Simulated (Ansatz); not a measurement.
# The perfect Ni wire along [100], 9 atoms a period

Wanted: the relaxed geometry and the bands of the Ni wire along [100], 9 atoms a period.

Calculated with Ansatz 0.2.0; DFT PBE, plane waves, PAW; relaxation of a wire's period; PAW set soft_1, in the first sound run; inputs show where later runs differ.

### Step 1. Starting point

The cell holds 9 atoms: 9 Ni. Its edges and angles: a = 10.320 Å, b = 10.320 Å, c = 3.520 Å, α = 90.0°, β = 90.0°, γ = 90.0°. Vacuum lies along a and b. The structure's axis is c.

### Step 2. Relaxing the period

Band widths follow the bond lengths, so the wire is relaxed first. The atoms and the third cell vector are free; the box across stays fixed as vacuum. Moments are seeded so that a magnetic state can form if it lies lower. A Fermi-Dirac smearing is set since the result may be a metal. The pressure printed is a third of the stress's trace over the whole box, vacuum included; only the stress along the axis is relaxed.

input.yaml reads:

```yaml
crystal:
  lattice:
    - [10.32, 0.0, 0.0]
    - [0.0, 10.32, 0.0]
    - [0.0, 0.0, 3.52]
  atoms:
    - { symbol: Ni, position: [0.329457364, 0.329457364, 0.0], spin: 0.8 }
    - { symbol: Ni, position: [0.329457364, 0.670542636, 0.0], spin: 0.8 }
    - { symbol: Ni, position: [0.5, 0.5, 0.0], spin: 0.8 }
    - { symbol: Ni, position: [0.670542636, 0.329457364, 0.0], spin: 0.8 }
    - { symbol: Ni, position: [0.670542636, 0.670542636, 0.0], spin: 0.8 }
    - { symbol: Ni, position: [0.329457364, 0.5, 0.5], spin: 0.8 }
    - { symbol: Ni, position: [0.5, 0.329457364, 0.5], spin: 0.8 }
    - { symbol: Ni, position: [0.5, 0.670542636, 0.5], spin: 0.8 }
    - { symbol: Ni, position: [0.670542636, 0.5, 0.5], spin: 0.8 }
magnetization:
  spin_polarized: true
kpoints:
  mp_grid: { grid: [1, 1, 23] }
scf:
  occupations: { method: fermi_dirac, width: 0.05 }
hamiltonian:
  xc: pbe
  pseudopotentials: { kind: paw, azcp: { folder: soft_1 } }
relax:
  cell: { fix: [a, b, alpha, beta, gamma] }
  max_steps: 45
  f_tol: 0.03
```

The run is started by

```console
$ ansatz run input.yaml --threads 4 --pin off --max-ram 16384MiB --backend cpu --events-out ev --progress --plain --runs-dir out
```

Numbers of over 12 decimals in the logs are rounded to 6 here.

The log of the run:

```text
Engine: ansatz 0.2.0, aarch64-unknown-linux-gnu
Pseudopotentials: kind: paw
Pseudopotential: Ni, paw, valence charge 18, recommended cutoff 420 eV (normal), soft_1/Ni.paw.azcp
Functional definition: PBE
  parameter kappa = 0.804
  parameter beta = 0.066725
  exchange = pbe_x(kappa = kappa, mu = beta*pi^2/3)
  correlation = pbe_c(beta = beta)
Crystal: 9 atoms, lattice volume = 374.888 Å³
Basis set: ecut = 420 eV, 7255 PW (Γ), exchange–correlation on 144×144×48 points (8 copies of the dense FFT grid, shifted against one another)
Bands: 102, of which v1, the nominal top of the filled ones, is band 81 counted from 1 (80 counted from 0)
Symmetry: 16 space group operations
Space group: P4/mmm (ITA 123), of the structure as read, at distance tolerance 7.2e-5 Å
Magnetic group: BNS 123.339 (UNI 999), of the structure as read, at distance tolerance 7.2e-5 Å
k-points: 12 of 23
Non-local potential: Ni, projectors of the file, l = 0: 3, l = 1: 2, l = 2: 3, l = 3: 1
PAW form: soft (Blöchl's): semilocal exchange-correlation on the pseudo side does not see the compensation charge
PAW one-centre angular grid: Ni, 590 points (default); XC on 64 Gauss nodes
Initial density: superposition of atomic densities (neutral atoms: chi_scale 0, normalization atom)
Starting moments: Σ|m| = 7.2 μB on 9 of 9 sites
Initial wavefunctions: pseudopotential atomic-orbital guess
Functional: x = pbe(κ = 0.804, μ = 0.219515), c = pbe(β = 0.066725)
SCF iter   1: F=—  HF=-52537.791955 eV  |F-HF|=—  |Δ(HF+E_count)|=         —  Δρ=2.89e-2 (↑2.89e-2 ↓1.59e-2)  dr2=1.85e1  dr2_m=6.00e-1  M=7.663 μB ∫|m|=7.938 μB  β_m=0.30  ethr=3.10e-3  ⟨swp⟩=7.9  Hψ=10803  notcnv=0  defer=53
Mixer restart at iter 1: flushing history
preconditioner: auto → LDOS  [metal: Δε(μ)=0.004 eV  Ē_g=5.639 eV  σ=0.050 eV  W_gap=0.02  n_scr=86 (ndim 8)  ℏωp=18.2 eV  f_vac=0.570  D(μ)=29.02/eV (n_scr^D=332)]
spin=Collinear: LDOS preconditioning applied to the charge; magnetization (m = ρ↑ − ρ↓) channel mixes plain (no charge-response kernel on spin).
SCF iter   2: F=—  HF=-52540.043351 eV  |F-HF|=—  |Δ(HF+E_count)|=    2.25e0  Δρ=2.05e-2 (↑2.05e-2 ↓9.29e-3)  dr2=4.63e0  dr2_m=4.05e-1  M=7.878 μB ∫|m|=8.180 μB  β_m=0.42  ethr=3.10e-3  ⟨swp⟩=2.6  Hψ=4181  notcnv=0  defer=214
SCF iter   3: F=—  HF=-52545.012022 eV  |F-HF|=—  |Δ(HF+E_count)|=    4.97e0  Δρ=8.41e-3 (↑5.21e-3 ↓8.41e-3)  dr2=2.42e-1  dr2_m=1.15e-1  M=7.975 μB ∫|m|=8.427 μB  β_m=0.48  ethr=2.86e-3  ⟨swp⟩=3.0  Hψ=3824  notcnv=0  defer=218
SCF iter   4: F=—  HF=-52546.155780 eV  |F-HF|=—  |Δ(HF+E_count)|=         —  Δρ=4.74e-3 (↑4.74e-3 ↓3.61e-3)  dr2=1.88e-1  dr2_m=1.19e-2  M=7.730 μB ∫|m|=8.299 μB  β_m=0.48  ethr=1.49e-4  ⟨swp⟩=2.9  Hψ=4184  notcnv=0  defer=226
SCF iter   5: F=—  HF=-52546.656331 eV  |F-HF|=—  |Δ(HF+E_count)|=   5.01e-1  Δρ=2.84e-3 (↑1.48e-3 ↓2.84e-3)  dr2=3.11e-2  dr2_m=1.21e-2  M=7.508 μB ∫|m|=8.169 μB  β_m=0.68  ethr=1.16e-4  ⟨swp⟩=2.1  Hψ=3798  notcnv=0  defer=226
SCF iter   6: F=—  HF=-52546.769992 eV  |F-HF|=—  |Δ(HF+E_count)|=   1.14e-1  Δρ=3.19e-3 (↑1.04e-3 ↓3.19e-3)  dr2=2.26e-2  dr2_m=1.29e-2  M=7.308 μB ∫|m|=8.033 μB  β_m=0.84  ethr=1.92e-5  ⟨swp⟩=2.2  Hψ=4037  notcnv=0  defer=229
SCF iter   7: F=—  HF=-52546.794088 eV  |F-HF|=—  |Δ(HF+E_count)|=   2.41e-2  Δρ=2.06e-3 (↑1.85e-3 ↓2.06e-3)  dr2=3.16e-2  dr2_m=1.22e-4  M=7.256 μB ∫|m|=8.017 μB  β_m=0.73  ethr=1.39e-5  ⟨swp⟩=2.2  Hψ=4651  notcnv=0  defer=229
SCF iter   8: F=—  HF=-52546.788125 eV  |F-HF|=—  |Δ(HF+E_count)|=   5.96e-3  Δρ=3.26e-4 (↑1.45e-4 ↓3.26e-4)  dr2=1.38e-4  dr2_m=1.51e-4  M=7.221 μB ∫|m|=7.982 μB  β_m=0.87  ethr=1.39e-5  ⟨swp⟩=2.0  Hψ=3769  notcnv=0  defer=229
SCF iter   9: F=—  HF=-52546.788246 eV  |F-HF|=—  |Δ(HF+E_count)|=   1.21e-4  Δρ=1.97e-4 (↑4.17e-5 ↓1.97e-4)  dr2=7.36e-5  dr2_m=4.36e-5  M=7.219 μB ∫|m|=7.982 μB  β_m=0.87  ethr=8.52e-8  ⟨swp⟩=2.8  Hψ=5133  notcnv=0  defer=223
SCF iter  10: F=—  HF=-52546.788257 eV  |F-HF|=—  |Δ(HF+E_count)|=   1.14e-5  Δρ=8.35e-5 (↑4.08e-5 ↓8.35e-5)  dr2=1.85e-5  dr2_m=8.82e-6  M=7.219 μB ∫|m|=7.982 μB  β_m=0.94  ethr=4.54e-8  ⟨swp⟩=2.0  Hψ=4208  notcnv=0  defer=223
SCF iter  11: F=—  HF=-52546.788264 eV  |F-HF|=—  |Δ(HF+E_count)|=   6.56e-6  Δρ=6.90e-5 (↑1.71e-5 ↓6.90e-5)  dr2=1.26e-5  dr2_m=3.76e-6  M=7.220 μB ∫|m|=7.983 μB  β_m=0.97  ethr=1.14e-8  ⟨swp⟩=2.0  Hψ=4426  notcnv=0  defer=223
SCF iter  12: F=—  HF=-52546.788264 eV  |F-HF|=—  |Δ(HF+E_count)|=   3.94e-7  Δρ=1.65e-5 (↑7.15e-6 ↓1.65e-5)  dr2=1.65e-6  dr2_m=2.18e-7  M=7.219 μB ∫|m|=7.984 μB  β_m=0.87  ethr=7.79e-9  ⟨swp⟩=2.0  Hψ=4405  notcnv=0  defer=223
SCF iter  13: F=—  HF=-52546.788264 eV  |F-HF|=—  |Δ(HF+E_count)|=   2.84e-7  Δρ=4.52e-6 (↑4.52e-6 ↓4.51e-6)  dr2=1.97e-7  dr2_m=6.20e-9  M=7.219 μB ∫|m|=7.984 μB  β_m=0.80  ethr=1.02e-9  ⟨swp⟩=2.0  Hψ=3581  notcnv=0  defer=223
SCF iter  14: F=—  HF=-52546.788264 eV  |F-HF|=—  |Δ(HF+E_count)|=   3.11e-8  Δρ=2.54e-6 (↑7.35e-7 ↓2.54e-6)  dr2=2.00e-8  dr2_m=4.63e-9  M=7.219 μB ∫|m|=7.984 μB  β_m=0.83  ethr=1.22e-10  ⟨swp⟩=2.0  Hψ=4466  notcnv=0  defer=223
SCF iter  15: F=-52546.788264 eV  HF=-52546.788264 eV  |F-HF|=2.57e-8  |Δ(HF+E_count)|=  1.53e-10  Δρ=2.39e-6 (↑5.44e-7 ↓2.39e-6)  dr2=2.68e-8  dr2_m=3.26e-9  M=7.219 μB ∫|m|=7.984 μB  ethr=1.24e-11  ⟨swp⟩=2.8  Hψ=7331  notcnv=0
SCF 1 converged in 15 iterations: F = -52546.788264 eV  dr2 = 2.68e-8
  greatest PAW one-centre occupation: 1.001 electrons in one spin orbital (limit 2), on the Ni atom at site 3 (counted from 0), in its partial waves of l = 1
relax step   1: F+E_penalty+E_count = -52546.78826377 eV  Δ(F+E_penalty+E_count) = +0.000e0 eV  max|allowed force component| = 6.869e-1 eV/Å  Δτ_max = 0.0000 Å  P = -3.480 GPa  Ω = 374.888 Å³  fix = [a, b, alpha, beta, gamma]  reactions: a -2.454, b -2.454 GPa  (15 SCF iters, dr2 threshold 1.00e-7 eV, accepted)
Crystal: 9 atoms, lattice volume = 361.185 Å³
Basis set: ecut = 420 eV, 7095 PW (Γ), exchange–correlation on 144×144×48 points (8 copies of the dense FFT grid, shifted against one another)
Initial density: handed on by an earlier stage of this run
Starting moments: Σ|m| = 7.2 μB on 9 of 9 sites; this step starts from the density that it was given
Initial wavefunctions: those handed on with the density
iter 1 solved again at ethr=5.70e-5 eV; its pass at ethr=3.10e-3 eV (dr2=9.23e-2 eV) is discarded
SCF iter   1: F=—  HF=-52547.308475 eV  |F-HF|=—  |Δ(HF+E_count)|=         —  Δρ=3.41e-3 (↑2.48e-3 ↓3.41e-3)  dr2=9.26e-2  dr2_m=6.10e-3  M=7.326 μB ∫|m|=7.974 μB  β_m=0.30  ethr=5.70e-5  ⟨swp⟩=3.0  Hψ=13349  notcnv=0
[...]
Basis set: ecut = 420 eV, 4973 PW (Γ), exchange–correlation on 144×144×36 points (8 copies of the dense FFT grid, shifted against one another)
Initial wavefunctions: pseudopotential atomic-orbital guess (no wavefunctions were taken with the density)
iter 1 solved again at ethr=1.72e-6 eV; its pass at ethr=3.10e-3 eV (dr2=2.78e-3 eV) is discarded
SCF iter   1: F=—  HF=-52549.821096 eV  |F-HF|=—  |Δ(HF+E_count)|=         —  Δρ=9.75e-4 (↑5.50e-4 ↓9.75e-4)  dr2=3.85e-3  dr2_m=1.33e-4  M=6.779 μB ∫|m|=7.562 μB  β_m=0.65  ethr=1.72e-6  ⟨swp⟩=3.2  Hψ=16543  notcnv=0
preconditioner: auto → LDOS  [metal: Δε(μ)=0.016 eV  Ē_g=6.433 eV  σ=0.050 eV  W_gap=0.08  n_scr=20 (ndim 8)  ℏωp=21.9 eV  f_vac=0.522  D(μ)=8.78/eV (n_scr^D=48)]
spin=Collinear: LDOS preconditioning applied to the charge; magnetization (m = ρ↑ − ρ↓) channel mixes plain (no charge-response kernel on spin).
SCF iter   2: F=—  HF=-52549.820888 eV  |F-HF|=—  |Δ(HF+E_count)|=   2.08e-4  Δρ=1.20e-4 (↑1.19e-4 ↓1.20e-4)  dr2=7.53e-4  dr2_m=7.43e-7  M=6.772 μB ∫|m|=7.555 μB  β_m=0.54  ethr=1.72e-6  ⟨swp⟩=2.0  Hψ=2996  notcnv=0
SCF iter   3: F=—  HF=-52549.821310 eV  |F-HF|=—  |Δ(HF+E_count)|=   4.22e-4  Δρ=3.49e-4 (↑3.49e-4 ↓1.93e-4)  dr2=4.15e-4  dr2_m=2.10e-5  M=6.768 μB ∫|m|=7.549 μB  β_m=0.43  ethr=4.65e-7  ⟨swp⟩=2.0  Hψ=4515  notcnv=0
SCF iter   4: F=—  HF=-52549.821230 eV  |F-HF|=—  |Δ(HF+E_count)|=   7.99e-5  Δρ=1.15e-4 (↑9.87e-5 ↓1.15e-4)  dr2=6.14e-5  dr2_m=2.00e-5  M=6.766 μB ∫|m|=7.547 μB  β_m=0.71  ethr=2.56e-7  ⟨swp⟩=2.0  Hψ=3459  notcnv=0
SCF iter   5: F=—  HF=-52549.821353 eV  |F-HF|=—  |Δ(HF+E_count)|=   1.23e-4  Δρ=7.47e-5 (↑7.47e-5 ↓6.71e-5)  dr2=2.43e-5  dr2_m=1.93e-6  M=6.764 μB ∫|m|=7.543 μB  β_m=0.64  ethr=3.79e-8  ⟨swp⟩=2.3  Hψ=4682  notcnv=0
SCF iter   6: F=—  HF=-52549.821359 eV  |F-HF|=—  |Δ(HF+E_count)|=   5.90e-6  Δρ=3.47e-5 (↑3.47e-5 ↓1.23e-5)  dr2=2.37e-6  dr2_m=4.66e-7  M=6.763 μB ∫|m|=7.542 μB  β_m=0.69  ethr=1.50e-8  ⟨swp⟩=2.0  Hψ=4490  notcnv=0
SCF iter   7: F=—  HF=-52549.821360 eV  |F-HF|=—  |Δ(HF+E_count)|=   5.63e-7  Δρ=2.08e-5 (↑5.79e-6 ↓2.08e-5)  dr2=1.21e-6  dr2_m=1.89e-7  M=6.763 μB ∫|m|=7.541 μB  β_m=0.71  ethr=1.46e-9  ⟨swp⟩=3.2  Hψ=5252  notcnv=0
SCF iter   8: F=—  HF=-52549.821360 eV  |F-HF|=—  |Δ(HF+E_count)|=   4.44e-8  Δρ=8.71e-6 (↑3.74e-6 ↓8.71e-6)  dr2=1.86e-7  dr2_m=5.30e-8  M=6.763 μB ∫|m|=7.541 μB  β_m=0.83  ethr=7.46e-10  ⟨swp⟩=2.0  Hψ=3447  notcnv=0
SCF iter   9: F=—  HF=-52549.821360 eV  |F-HF|=—  |Δ(HF+E_count)|=   1.19e-8  Δρ=6.86e-7 (↑5.49e-7 ↓6.86e-7)  dr2=2.06e-9  dr2_m=1.19e-10  M=6.763 μB ∫|m|=7.541 μB  β_m=0.81  ethr=1.15e-10  ⟨swp⟩=2.6  Hψ=4476  notcnv=0
SCF iter  10: F=—  HF=-52549.821359 eV  |F-HF|=—  |Δ(HF+E_count)|=   4.20e-7  Δρ=5.11e-7 (↑5.11e-7 ↓2.83e-7)  dr2=1.12e-9  dr2_m=1.71e-10  M=6.763 μB ∫|m|=7.541 μB  β_m=0.63  ethr=1.27e-12  ⟨swp⟩=3.2  Hψ=5380  notcnv=0
SCF iter  11: F=—  HF=-52549.821359 eV  |F-HF|=—  |Δ(HF+E_count)|=  7.06e-10  Δρ=2.99e-7 (↑2.99e-7 ↓8.78e-8)  dr2=1.85e-10  dr2_m=5.61e-11  M=6.763 μB ∫|m|=7.541 μB  β_m=0.58  ethr=1.00e-12  ⟨swp⟩=1.7  Hψ=2632  notcnv=0
SCF iter  12: F=—  HF=-52549.821359 eV  |F-HF|=—  |Δ(HF+E_count)|=  4.37e-10  Δρ=7.42e-8 (↑7.42e-8 ↓6.21e-8)  dr2=2.52e-11  dr2_m=8.39e-12  M=6.763 μB ∫|m|=7.541 μB  β_m=0.76  ethr=1.00e-12  ⟨swp⟩=1.6  Hψ=2654  notcnv=0
SCF iter  13: F=-52549.821359 eV  HF=-52549.821359 eV  |F-HF|=7.28e-12  |Δ(HF+E_count)|=  3.64e-11  Δρ=1.20e-7 (↑3.62e-8 ↓1.20e-7)  dr2=4.43e-11  dr2_m=9.13e-12  M=6.763 μB ∫|m|=7.541 μB  ethr=1.00e-12  ⟨swp⟩=3.3  Hψ=8111  notcnv=0
SCF 11 converged in 13 iterations: F = -52549.821359 eV  dr2 = 4.43e-11
relax step  11: F+E_penalty+E_count = -52549.82135925 eV  Δ(F+E_penalty+E_count) = +2.237e-2 eV  max|allowed force component| = 1.122e-2 eV/Å  Δτ_max = 0.0000 Å  P = -0.112 GPa  Ω = 258.070 Å³  fix = [a, b, alpha, beta, gamma]  reactions: a -0.163, b -0.163 GPa  stress off target by 1.10e-2 GPa on what of the cell is left free  SCF on the basis re-selected at this cell (its energy is not comparable with the rows above)  (13 SCF iters)
basis re-selected at this cell: Δ(F+E_penalty+E_count) = +2.237e-2 eV, ΔP = +0.003 GPa vs the last step (what re-selecting the basis moved, of the pressure what is left beyond the Pulay correction that the steps carried, after the strain that the cell walked since its last selection, with what the two solves' SCF thresholds leave and, on support functions, any second-order correction that the steps lacked; it is no measure of the basis error at this ecutwfc). The dense FFT grid was sized anew with the basis: this SCF ran on 72×72×18 points, the steps before it on 72×72×24, so part of this shift can come from that change (see relax.cell in the input reference). [rest of the remark cut]
SCF converged after 13 iterations
Magnetization: 6.7627 μB (84.3814 up, 77.6186 down)
Absolute magnetization: 7.5507 μB (∫|ρ↑−ρ↓|, with the PAW one-centre terms)
Spin contamination: 0.0967 ħ² per cell (⟨S²⟩ above its minimum at these occupations)
Per-site moments (μB) at R_I (Å): [(0.763809, 0.979901), (0.763809, 0.979901), (0.833482, 0.999544), (0.763809, 0.979901), (0.763809, 0.979901), (0.772459, 0.979901), (0.772459, 0.979901), (0.772459, 0.979901), (0.772459, 0.979901)]
Free energy (F): -52549.821359 eV
Harris-Foulkes:  -52549.821359 eV  (|F-HF|=7.28e-12)
Internal energy: -52549.741946 eV  (E = F + TS)
E sigma→0 (E₀):  -52549.781653 eV
Entropy (-TS):   -0.079413 eV (-8.824 meV/atom)
Fermi energy:    4.025616 eV
--- Per-component energies (eV) ---
  E_band       = -4812.605340
  E_kinetic    = 3047.750204
  E_local      = -92422.407585  (includes V_loc(G=0)·N_el)
  E_nonlocal   = -1038.517951
  E_hartree    = 46161.196206
  E_xc         = -1003.706839
  E_vxc        = -1293.761389  (∫ρ·V_xc dr)
  E_paw        = -14930.829505  (= ΣΔE_a)
  E_vpaw       = -5428.068871  (= ΣTr[D̂ρ^β])
  E_aug_tail   = 0.008518  (compensation charges beyond the density's cutoff)
  E_ewald      = 7636.765006
  E_smearing   = -0.079413  (= −TS)
  E_closure    = -0.000000  (closes the sum)
  Σ components = -52549.821359   (vs F -52549.821359, Δ=0.00e0)
--- Forces (eV/Å), atoms counted from 1 ---
  atom   1  Ni    -0.00600324    -0.00600324    -0.00000000
  atom   2  Ni    -0.00600324     0.00600324    -0.00000000
  atom   3  Ni    -0.00000000     0.00000000     0.00000000
  atom   4  Ni     0.00600324    -0.00600324     0.00000000
  atom   5  Ni     0.00600324     0.00600324     0.00000000
  atom   6  Ni     0.01122302     0.00000000    -0.00000000
  atom   7  Ni    -0.00000000     0.01122302     0.00000000
  atom   8  Ni     0.00000000    -0.01122302     0.00000000
  atom   9  Ni    -0.01122302     0.00000000     0.00000000
  max |Σ_I F_I| component: 3.15e-27 eV/Å
--- Stress (GPa, compression-positive) ---
       -0.162617      -0.000000       0.000000
        0.000000      -0.162617      -0.000000
        0.000000      -0.000000      -0.010992
  P = ⅓ Tr σ = -0.1121 GPa (-1.121 kbar)
--- Relaxed structure (10 steps of the walk, 10 accepted, 1 SCFs on fresh bases) ---
  F+E_penalty+E_count = -52549.82135925 eV   max|allowed force component| = 1.122e-2 eV/Å   (the final SCF, on the basis selected at the relaxed cell)
  cell:  # Å, volume = 258.0700 Å³
    - [10.32, 0.0, 0.0]
    - [0.0, 10.32, 0.0]
    - [0.0, 0.0, 2.423137]
  atoms:
    - { symbol: Ni, position: [0.302107, 0.302107, 0.0] }
    - { symbol: Ni, position: [0.302107, 0.697893, 0.0] }
    - { symbol: Ni, position: [0.500000, 0.500000, 0.0] }
    - { symbol: Ni, position: [0.697893, 0.302107, 0.0] }
    - { symbol: Ni, position: [0.697893, 0.697893, 0.0] }
    - { symbol: Ni, position: [0.295701, 0.500000, 0.5] }
    - { symbol: Ni, position: [0.500000, 0.295701, 0.5] }
    - { symbol: Ni, position: [0.500000, 0.704299, 0.5] }
    - { symbol: Ni, position: [0.704299, 0.500000, 0.5] }
```

Run time: 4.9 min. Hardware: 4 threads of Arm Neoverse V1, shared host; peak memory 1.4 GiB; 19 min of CPU time.

[end of part 1 of 2]

[Logs are printed without paths, hosts, clocks, repeated set-up lines and the standing remarks that a program may print on its own settings, such as how far it seeks lower states.]

[Hosts, paths, dates, database ids (printed as entryN), source tags and the programs' standing remarks are cut or masked in the printed files.]
